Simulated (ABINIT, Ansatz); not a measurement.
# AlH3 (Pm-3m): Raman and infrared activity, part 2 of 3

Which lines does AlH3 (Pm-3m) show in Raman and infrared spectra?

ABINIT 10.8.3; DFT LDA, scalar-relativistic, plane waves, HGH norm-conserving pseudopotentials.

So far. Step 5 (Zone-centre response): The acoustic modes at Γ come out as far as 0.6 cm⁻¹ from zero, where they should vanish, a small numerical error; the Born charges miss their sum rule by 4.2e-6 e, which is good. The relaxed cell has a = 3.384 Å (conventional setting).

The structure was built from a prototype and need not be the compound's stable phase.

## Step 6: Zone-centre analysis

anaddb reads the merged derivatives, imposes the acoustic sum rule and charge neutrality, and adds the LO-TO term along chosen directions.

File anaddb.abi:

```
ddb_filepath "gamma_DDB"
output_file "anaddb.abo"
outdata_prefix "anaddb"
asr 1
chneut 1
enunit 2
eivec 1
nph1l 1
qph1l 0.0 0.0 0.0 1.0
dieflag 1
nph2l 3
qph2l 
    1.0 0.0 0.0 0.0
    0.0 0.0 1.0 0.0
    1.0 1.0 1.0 0.0
nlflag 1
ramansr 1
alphon 1
prtmbm 1
```

File mrgddb.in:

```
gamma_DDB
merged
3
dfpt_gammao_DS2_DDB
dfpt_gammao_DS3_DDB
gso_DDB
```

Started as:

```console
mrgddb < mrgddb.in > mrgddb.log
OMP_NUM_THREADS=1 anaddb anaddb.abi > anaddb.log
```

anaddb.abo, the main output file:

```text
[banners, grids, parts of the stress and lines that vanish by symmetry left out]
-outvars_anaddb: echo values of input variables ----------------------

 Flags :
[...]
Dielectric Tensor and Effective Charges
[...]
Effective charge tensors after
[...]
1          1       -0.000000000       -0.000000000       -0.000000000
[...]
1          2       -0.000000000       -0.000000000       -0.000000000
[...]
1          3       -0.000000000       -0.000000000       -0.000000000
[...]
2          1       -0.000000000       -0.000000000       -0.000000000
[...]
2          2       -0.000000000       -0.000000000       -0.000000000
[...]
2          3       -0.000000000       -0.000000000       -0.000000000
[...]
3          1       -0.000000000       -0.000000000       -0.000000000
[...]
3          2       -0.000000000       -0.000000000       -0.000000000
[...]
3          3       -0.000000000       -0.000000000       -0.000000000
[...]
4          1       -0.000000000       -0.000000000       -0.000000000
[...]
4          2       -0.000000000       -0.000000000       -0.000000000
[...]
4          3       -0.000000000       -0.000000000       -0.000000000
[...]
Phonon wavevector (reduced coordinates) :  0.00000  0.00000  0.00000
 Phonon energies in Hartree :
[...]
Phonon energies in meV     :
-  0.000000E+00  0.000000E+00  0.000000E+00  5.862151E+01  5.862151E+01
-  5.862151E+01  6.980329E+01  6.980329E+01  6.980329E+01  2.333438E+02
-  2.333438E+02  2.333438E+02
 Phonon frequencies in cm-1    :
-  0.000000E+00  0.000000E+00  0.000000E+00  4.728144E+02  4.728144E+02
-  4.728144E+02  5.630015E+02  5.630015E+02  5.630015E+02  1.882044E+03
-  1.882044E+03  1.882044E+03
 Phonon frequencies in Thz     :
-  0.000000E+00  0.000000E+00  0.000000E+00  1.417462E+01  1.417462E+01
-  1.417462E+01  1.687836E+01  1.687836E+01  1.687836E+01  5.642227E+01
-  5.642227E+01  5.642227E+01
 Phonon energies in Kelvin  :
-  0.000000E+00  0.000000E+00  0.000000E+00  6.802744E+02  6.802744E+02
-  6.802744E+02  8.100336E+02  8.100336E+02  8.100336E+02  2.707842E+03
-  2.707842E+03  2.707842E+03
[...]
-  1  0.00000000E+00 -2.55285207E-07 -4.27583102E-03
-     0.00000000E+00  0.00000000E+00  0.00000000E+00
-  2  0.00000000E+00 -2.55285212E-07 -4.27583110E-03
-     0.00000000E+00  0.00000000E+00  0.00000000E+00
-  3  0.00000000E+00 -2.55285211E-07 -4.27583110E-03
-     0.00000000E+00  0.00000000E+00  0.00000000E+00
-  4  0.00000000E+00 -2.55285212E-07 -4.27583108E-03
-     0.00000000E+00  0.00000000E+00  0.00000000E+00
[...]
-  1  3.58042896E-07  4.27583101E-03 -2.55283880E-07
-     0.00000000E+00  0.00000000E+00  0.00000000E+00
-  2  3.58042901E-07  4.27583109E-03 -2.55283884E-07
-     0.00000000E+00  0.00000000E+00  0.00000000E+00
-  3  3.58042903E-07  4.27583107E-03 -2.55283884E-07
-     0.00000000E+00  0.00000000E+00  0.00000000E+00
-  4  3.58042903E-07  4.27583109E-03 -2.55283883E-07
-     0.00000000E+00  0.00000000E+00  0.00000000E+00
[...]
-  1  4.27583102E-03 -3.58041949E-07  0.00000000E+00
-     0.00000000E+00  0.00000000E+00  0.00000000E+00
-  2  4.27583108E-03 -3.58041956E-07  0.00000000E+00
-     0.00000000E+00  0.00000000E+00  0.00000000E+00
-  3  4.27583110E-03 -3.58041954E-07  0.00000000E+00
-     0.00000000E+00  0.00000000E+00  0.00000000E+00
-  4  4.27583110E-03 -3.58041956E-07  0.00000000E+00
-     0.00000000E+00  0.00000000E+00  0.00000000E+00
[...]
-  1  0.00000000E+00  1.07729208E-07  1.28452379E-03
-     0.00000000E+00  0.00000000E+00  0.00000000E+00
-  2  0.00000000E+00 -1.31372671E-06 -1.56643982E-02
-     0.00000000E+00  0.00000000E+00  0.00000000E+00
[...]
-     1         -0.000000     0.000000     0.000000     0.000000
-     2          0.000000    -0.000000    -0.000000     0.000000
-     3         -0.000000    -0.000000     0.000000     0.000000
-     4         -0.000000    -0.000000     1.200630     1.200630
-     5         -0.000000     1.200630     0.000000     1.200630
-     6          1.200630     0.000000    -0.000000     1.200630
[...]
-   1     Real    0.0000E+00  0.0000E+00  0.0000E+00  0.0000E+00  0.0000E+00  0.0000E+00  0.0000E+00
[...]
-   2     Real    0.0000E+00  0.0000E+00  0.0000E+00  0.0000E+00  0.0000E+00  0.0000E+00  0.0000E+00
[...]
-   3     Real    0.0000E+00  0.0000E+00  0.0000E+00  0.0000E+00  0.0000E+00  0.0000E+00  0.0000E+00
[...]
-   4     Real    0.0000E+00  0.0000E+00  7.2326E-04  0.0000E+00  0.0000E+00  0.0000E+00  7.2326E-04
[...]
-   5     Real    0.0000E+00  7.2326E-04  0.0000E+00  0.0000E+00  0.0000E+00  0.0000E+00  7.2326E-04
[...]
-   6     Real    7.2326E-04  0.0000E+00  0.0000E+00  0.0000E+00  0.0000E+00  0.0000E+00  7.2326E-04
[...]
-   7     Real    0.0000E+00  0.0000E+00  0.0000E+00  0.0000E+00  0.0000E+00  0.0000E+00  0.0000E+00
[...]
-   8     Real    0.0000E+00  0.0000E+00  0.0000E+00  0.0000E+00  0.0000E+00  0.0000E+00  0.0000E+00
[...]
-   9     Real    0.0000E+00  0.0000E+00  0.0000E+00  0.0000E+00  0.0000E+00  0.0000E+00  0.0000E+00
[...]
-  10     Real    0.0000E+00  0.0000E+00  1.2276E-03  0.0000E+00  0.0000E+00  0.0000E+00  1.2276E-03
[...]
-  11     Real    0.0000E+00  1.2276E-03  0.0000E+00  0.0000E+00  0.0000E+00  0.0000E+00  1.2276E-03
[...]
-  12     Real    1.2276E-03  0.0000E+00  0.0000E+00  0.0000E+00  0.0000E+00  0.0000E+00  1.2276E-03
[...]
Phonon at Gamma, with non-analyticity in the
[...]
Phonon energies in Hartree :
[...]
Phonon energies in meV     :
[...]
-  2.333438E+02  2.569085E+02
 Phonon frequencies in cm-1    :
[...]
-  1.882044E+03  2.072107E+03
 Phonon frequencies in Thz     :
[...]
-  5.642227E+01  6.212019E+01
 Phonon energies in Kelvin  :
-  0.000000E+00  0.000000E+00  0.000000E+00  6.802744E+02  6.802744E+02
-  8.100336E+02  8.100336E+02  8.100336E+02  1.066208E+03  2.707842E+03
-  2.707842E+03  2.981299E+03
[...]
-  2  3.40794667E-07  4.27583109E-03 -2.75841689E-07
-     0.00000000E+00  0.00000000E+00  0.00000000E+00
-  3  3.40794665E-07  4.27583107E-03 -2.75841689E-07
-     0.00000000E+00  0.00000000E+00  0.00000000E+00
-  4  3.40794665E-07  4.27583109E-03 -2.75841688E-07
-     0.00000000E+00  0.00000000E+00  0.00000000E+00
[...]
-  1  4.27583102E-03 -3.40794987E-07  0.00000000E+00
-     0.00000000E+00  0.00000000E+00  0.00000000E+00
-  2  4.27583106E-03 -3.40794994E-07  0.00000000E+00
-     0.00000000E+00  0.00000000E+00  0.00000000E+00
-  3  4.27583103E-03 -3.40794992E-07  0.00000000E+00
-     0.00000000E+00  0.00000000E+00  0.00000000E+00
[...]
Phonon at Gamma, with non-analyticity in the
[...]
Phonon energies in Hartree :
[...]
Phonon energies in meV     :
-  0.000000E+00  0.000000E+00  0.000000E+00  5.862151E+01  5.862151E+01
-  6.980329E+01  6.980329E+01  6.980329E+01  9.187865E+01  2.333438E+02
-  2.333438E+02  2.569085E+02
 Phonon frequencies in cm-1    :
-  0.000000E+00  0.000000E+00  0.000000E+00  4.728144E+02  4.728144E+02
-  5.630015E+02  5.630015E+02  5.630015E+02  7.410513E+02  1.882044E+03
-  1.882044E+03  2.072107E+03
 Phonon frequencies in Thz     :
[...]
-  5.642227E+01  6.212019E+01
 Phonon energies in Kelvin  :
[...]
-  2.707842E+03  2.981299E+03
[...]
Phonon at Gamma, with non-analyticity in the
[...]
Phonon energies in Hartree :
[...]
Phonon energies in meV     :
[...]
-  2.333438E+02  2.569085E+02
 Phonon frequencies in cm-1    :
[...]
-  1.882044E+03  2.072107E+03
 Phonon frequencies in Thz     :
[...]
-  5.642227E+01  6.212019E+01
 Phonon energies in Kelvin  :
-  0.000000E+00  0.000000E+00  0.000000E+00  6.802744E+02  6.802744E+02
-  8.100336E+02  8.100336E+02  8.100336E+02  1.066208E+03  2.707842E+03
-  2.707842E+03  2.981299E+03
[...]
-  3  2.30322086E-03  1.29582395E-02 -6.43720903E-04
[...]
-  4  2.30322086E-03 -1.65949996E-03  5.02650789E-03
[...]
-         0.000000000       0.000000000       0.000000000
-         0.000000000       0.000000000       0.000000000
[...]
Direction                     Dielectric constant
[...]
0.00000   0.00000   1.00000     12.47831181
   1.00000   1.00000   1.00000     12.47831181
-
```

The job ended after 1.8 s (1 thread of Arm Neoverse V1, shared host).

Read from the output:

```yaml
miss_of_the_charge_sum_rule: 4.00e-6 e
mean_static_dielectric_constant: 12.48
highest_mode_moved_by_the_lo_to_term: 2072 cm⁻¹
```

No LO-TO term; unit eigenvectors of the mass-weighted matrix, from anaddb's displacements. Modes at Γ, with each element's share of the kinetic energy:

```
mode  frequency (cm⁻¹)  symmetry  Al %  H %
   1               0.0  acoustic    90   10
   2               0.0  acoustic    90   10
   3               0.0  acoustic    90   10
   4             472.8       T1u     8   92
   5             472.8       T1u     8   92
   6             472.8       T1u     8   92
   7             563.0       T2u     0  100
   8             563.0       T2u     0  100
   9             563.0       T2u     0  100
  10            1882.0       T1u     2   98
  11            1882.0       T1u     2   98
  12            1882.0       T1u     2   98
```

Displacements in mode 4 (472.8 cm⁻¹), the largest set to 1:
```
Al1  0.00  0.00  0.08
H2   0.00  0.00 -1.00
H3   0.00  0.00 -1.00
H4   0.00  0.00 -0.20
```

Displacements in mode 10 (1882.0 cm⁻¹), the largest set to 1:
```
Al1  0.00  0.00  0.03
H2   0.00  0.00  0.13
H3   0.00  0.00  0.13
H4   0.00  0.00 -1.00
```

Trace of the oscillator strength, degenerate modes summed. Lines of the infrared spectrum (strongest = 100):

```csv
position (cm⁻¹),lines merged,"IR intensity, relative"
473,3,59
563,3,0.0
1882,3,100
```

Static dielectric tensor (ions relaxed, fixed cell):

```
12.48  0.00  0.00
 0.00 12.48  0.00
 0.00  0.00 12.48
```

The rule moves no optical mode by more than 0.1 cm⁻¹.

## Step 7: Sum rules set otherwise (asr 0)

Without the rule the raw error of the acoustic modes shows.

Changes to anaddb.abi since step 6:

```diff
@@ -3,4 +3,4 @@
 outdata_prefix "anaddb"
-asr 1
-chneut 1
+asr 0
+chneut 0
 enunit 2
```

mrgddb.in is that of step 6.

anaddb.abo, the main output file:

```text
[banners, grids, parts of the stress and lines that vanish by symmetry left out]
-outvars_anaddb: echo values of input variables ----------------------

 Flags :
[...]
Dielectric Tensor and Effective Charges
[...]
Effective charge tensors after
[...]
1          1       -0.000000000       -0.000000000       -0.000000000
[...]
1          2       -0.000000000       -0.000000000       -0.000000000
[...]
1          3       -0.000000000       -0.000000000       -0.000000000
[...]
2          1       -0.000000000       -0.000000000       -0.000000000
[...]
2          2       -0.000000000       -0.000000000       -0.000000000
[...]
2          3       -0.000000000       -0.000000000       -0.000000000
[...]
3          1       -0.000000000       -0.000000000       -0.000000000
[...]
3          2       -0.000000000       -0.000000000       -0.000000000
[...]
3          3       -0.000000000       -0.000000000       -0.000000000
[...]
4          1       -0.000000000       -0.000000000       -0.000000000
[...]
4          2       -0.000000000       -0.000000000       -0.000000000
[...]
4          3       -0.000000000       -0.000000000       -0.000000000
[...]
Phonon wavevector (reduced coordinates) :  0.00000  0.00000  0.00000
 Phonon energies in Hartree :
[...]
Phonon energies in meV     :
-  7.932310E-02  7.932312E-02  7.932317E-02  5.862151E+01  5.862151E+01
-  5.862151E+01  6.980328E+01  6.980328E+01  6.980328E+01  2.333438E+02
-  2.333438E+02  2.333438E+02
 Phonon frequencies in cm-1    :
-  6.397839E-01  6.397841E-01  6.397845E-01  4.728144E+02  4.728144E+02
-  4.728144E+02  5.630015E+02  5.630015E+02  5.630015E+02  1.882045E+03
-  1.882045E+03  1.882045E+03
 Phonon frequencies in Thz     :
-  1.918024E-02  1.918024E-02  1.918026E-02  1.417462E+01  1.417462E+01
-  1.417462E+01  1.687836E+01  1.687836E+01  1.687836E+01  5.642228E+01
-  5.642228E+01  5.642228E+01
 Phonon energies in Kelvin  :
-  9.205063E-01  9.205065E-01  9.205071E-01  6.802744E+02  6.802744E+02
-  6.802744E+02  8.100335E+02  8.100335E+02  8.100335E+02  2.707842E+03
-  2.707842E+03  2.707842E+03
[...]
-  1  0.00000000E+00  0.00000000E+00  4.27583042E-03
-     0.00000000E+00  0.00000000E+00  0.00000000E+00
-  2  0.00000000E+00  0.00000000E+00  4.27583888E-03
-     0.00000000E+00  0.00000000E+00  0.00000000E+00
-  3  0.00000000E+00  0.00000000E+00  4.27583888E-03
-     0.00000000E+00  0.00000000E+00  0.00000000E+00
-  4  0.00000000E+00  0.00000000E+00  4.27583188E-03
-     0.00000000E+00  0.00000000E+00  0.00000000E+00
[...]
-  1  6.81175372E-07  4.27583037E-03  0.00000000E+00
-     0.00000000E+00  0.00000000E+00  0.00000000E+00
-  2  6.81175604E-07  4.27583883E-03  0.00000000E+00
-     0.00000000E+00  0.00000000E+00  0.00000000E+00
-  3  6.81176719E-07  4.27583183E-03  0.00000000E+00
-     0.00000000E+00  0.00000000E+00  0.00000000E+00
-  4  6.81176719E-07  4.27583883E-03  0.00000000E+00
-     0.00000000E+00  0.00000000E+00  0.00000000E+00
[...]
-  1  4.27583037E-03 -6.81175846E-07  0.00000000E+00
-     0.00000000E+00  0.00000000E+00  0.00000000E+00
-  2  4.27583183E-03 -6.81177193E-07  0.00000000E+00
-     0.00000000E+00  0.00000000E+00  0.00000000E+00
-  3  4.27583883E-03 -6.81176078E-07  0.00000000E+00
-     0.00000000E+00  0.00000000E+00  0.00000000E+00
-  4  4.27583883E-03 -6.81177193E-07  0.00000000E+00
-     0.00000000E+00  0.00000000E+00  0.00000000E+00
[...]
-  1  0.00000000E+00  0.00000000E+00 -1.28452586E-03
-     0.00000000E+00  0.00000000E+00  0.00000000E+00
-  2 -1.19407242E-07 -1.10607938E-06  1.56643963E-02
-     0.00000000E+00  0.00000000E+00  0.00000000E+00
[...]
-     1         -0.000000    -0.000000    -0.000004     0.000004
-     2         -0.000000    -0.000004    -0.000000     0.000004
-     3         -0.000004    -0.000000     0.000000     0.000004
-     4         -0.000000     0.000000    -1.200632     1.200632
-     5         -0.000000     1.200632    -0.000000     1.200632
-     6          1.200632    -0.000000     0.000000     1.200632
[...]
-   1     Real    0.0000E+00  0.0000E+00  0.0000E+00  0.0000E+00  0.0000E+00  0.0000E+00  0.0000E+00
[...]
-   2     Real    0.0000E+00  0.0000E+00  0.0000E+00  0.0000E+00  0.0000E+00  0.0000E+00  0.0000E+00
[...]
-   3     Real    0.0000E+00  0.0000E+00  0.0000E+00  0.0000E+00  0.0000E+00  0.0000E+00  0.0000E+00
[...]
-   4     Real    0.0000E+00  0.0000E+00  7.2327E-04  0.0000E+00  0.0000E+00  0.0000E+00  7.2327E-04
[...]
-   5     Real    0.0000E+00  7.2327E-04  0.0000E+00  0.0000E+00  0.0000E+00  0.0000E+00  7.2327E-04
[...]
-   6     Real    7.2327E-04  0.0000E+00  0.0000E+00  0.0000E+00  0.0000E+00  0.0000E+00  7.2327E-04
[...]
-   7     Real    0.0000E+00  0.0000E+00  0.0000E+00  0.0000E+00  0.0000E+00  0.0000E+00  0.0000E+00
[...]
-   8     Real    0.0000E+00  0.0000E+00  0.0000E+00  0.0000E+00  0.0000E+00  0.0000E+00  0.0000E+00
[...]
-   9     Real    0.0000E+00  0.0000E+00  0.0000E+00  0.0000E+00  0.0000E+00  0.0000E+00  0.0000E+00
[...]
-  10     Real    0.0000E+00  0.0000E+00  1.2276E-03  0.0000E+00  0.0000E+00  0.0000E+00  1.2276E-03
[...]
-  11     Real    0.0000E+00  1.2276E-03  0.0000E+00  0.0000E+00  0.0000E+00  0.0000E+00  1.2276E-03
[...]
-  12     Real    1.2276E-03  0.0000E+00  0.0000E+00  0.0000E+00  0.0000E+00  0.0000E+00  1.2276E-03
[...]
Phonon at Gamma, with non-analyticity in the
[...]
Phonon energies in Hartree :
[...]
Phonon energies in meV     :
[...]
-  2.333438E+02  2.569085E+02
 Phonon frequencies in cm-1    :
[...]
-  1.882045E+03  2.072107E+03
 Phonon frequencies in Thz     :
[...]
-  5.642228E+01  6.212021E+01
 Phonon energies in Kelvin  :
-  9.205063E-01  9.205065E-01  9.205073E-01  6.802744E+02  6.802744E+02
-  8.100335E+02  8.100335E+02  8.100335E+02  1.066208E+03  2.707842E+03
-  2.707842E+03  2.981300E+03
[...]
-  2  0.00000000E+00 -4.27583888E-03  0.00000000E+00
-     0.00000000E+00  0.00000000E+00  0.00000000E+00
-  3  0.00000000E+00 -4.27583188E-03  0.00000000E+00
-     0.00000000E+00  0.00000000E+00  0.00000000E+00
-  4  0.00000000E+00 -4.27583888E-03  0.00000000E+00
-     0.00000000E+00  0.00000000E+00  0.00000000E+00
[...]
-  1  4.27583132E-03  0.00000000E+00  0.00000000E+00
-     0.00000000E+00  0.00000000E+00  0.00000000E+00
-  2  4.27582856E-03  0.00000000E+00  0.00000000E+00
-     0.00000000E+00  0.00000000E+00  0.00000000E+00
-  3  4.27582848E-03  0.00000000E+00  0.00000000E+00
-     0.00000000E+00  0.00000000E+00  0.00000000E+00
[...]
Phonon at Gamma, with non-analyticity in the
[...]
Phonon energies in Hartree :
[...]
Phonon energies in meV     :
-  7.932312E-02  7.932312E-02  7.932317E-02  5.862151E+01  5.862151E+01
-  6.980328E+01  6.980328E+01  6.980328E+01  9.187872E+01  2.333438E+02
-  2.333438E+02  2.569085E+02
 Phonon frequencies in cm-1    :
-  6.397841E-01  6.397841E-01  6.397845E-01  4.728144E+02  4.728144E+02
-  5.630015E+02  5.630015E+02  5.630015E+02  7.410518E+02  1.882045E+03
-  1.882045E+03  2.072107E+03
 Phonon frequencies in Thz     :
[...]
-  5.642228E+01  6.212021E+01
 Phonon energies in Kelvin  :
[...]
-  2.707842E+03  2.981300E+03
[...]
Phonon at Gamma, with non-analyticity in the
[...]
Phonon energies in Hartree :
[...]
Phonon energies in meV     :
[...]
-  2.333438E+02  2.569085E+02
 Phonon frequencies in cm-1    :
[...]
-  1.882045E+03  2.072107E+03
 Phonon frequencies in Thz     :
[...]
-  5.642228E+01  6.212021E+01
 Phonon energies in Kelvin  :
-  9.205064E-01  9.205066E-01  9.205072E-01  6.802744E+02  6.802744E+02
-  8.100335E+02  8.100335E+02  8.100335E+02  1.066208E+03  2.707842E+03
-  2.707842E+03  2.981300E+03
[...]
-  3  2.30314300E-03  1.29599882E-02 -6.43419586E-04
[...]
-  4  2.30314300E-03 -1.65972342E-03  5.02415653E-03
[...]
-         0.000000000       0.000000000       0.000000000
-         0.000000000       0.000000000       0.000000000
[...]
Direction                     Dielectric constant
[...]
0.00000   0.00000   1.00000     12.47833125
   1.00000   1.00000   1.00000     12.47833125
-
```

Run time: 1.7 s. Hardware: 1 thread.

Zone-centre frequencies as printed; negative means imaginary. Modes:

```csv
mode,frequency (cm⁻¹)
1,0.64
2,0.64
3,0.64
4,472.8
5,472.8
6,472.8
7,563
8,563
9,563
10,1882
11,1882
12,1882
```

(Part 2 of 3 ends here.)

[Host names and launcher messages were left out of these logs when they were recorded.]

[Logs are printed without paths, hosts, clocks, repeated set-up lines and the standing remarks that a program may print on its own settings, such as how far it seeks lower states.]

[Hosts, paths, dates, database ids (printed as entryN), source tags and the programs' standing remarks are cut or masked in the printed files.]
